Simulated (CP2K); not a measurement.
Two runs for the C K edge of formaldehyde monohydrate. Run A: CP2K XAS_TDP, all-electron GAPW, PBEh(45%), aug-cc-pVDZ, TDA, no relativity. Run B differs in one setting.

First lines with a strength over 0.0015. A:

| atom | energy (eV) | states | strength, one atom |
| --- | --- | --- | --- |
| C1 (bonded to O and 2 H) | 281.22 | 1 | 0.0682 |
|  | 286.71 | 1 | 0.0098 |
|  | 287.57 | 1 | 0.0296 |
|  | 288.60 | 1 | 0.0091 |
|  | 289.61 | 1 | 0.0056 |

B:

| atom | energy (eV) | states | strength, one atom |
| --- | --- | --- | --- |
| C1 (bonded to O and 2 H) | 276.22 | 1 | 0.0568 |
|  | 280.34 | 1 | 0.0057 |
|  | 281.14 | 1 | 0.0060 |
|  | 281.25 | 1 | 0.0083 |
|  | 282.02 | 1 | 0.0096 |

Question: Which was it: the functional, scalar relativity switched on, the basis, GW2X switched on?

The functional (functional from PBEh(45%) to PBE0; the lines alone don't name the new value). A functional moves all lines by electronvolts and changes their spacings and strengths. Against PBEh(45%) in aug-cc-pVDZ, the leading line moves by -5.00 eV, to 276.22 eV; the strength of C1's goes from 0.0682 to 0.0568. The next line of C1 over the strength cut lies 4.12 eV higher, against 5.49.

[Hosts, paths, dates, database ids (printed as entryN), source tags and the programs' standing remarks are cut or masked in the printed files.]
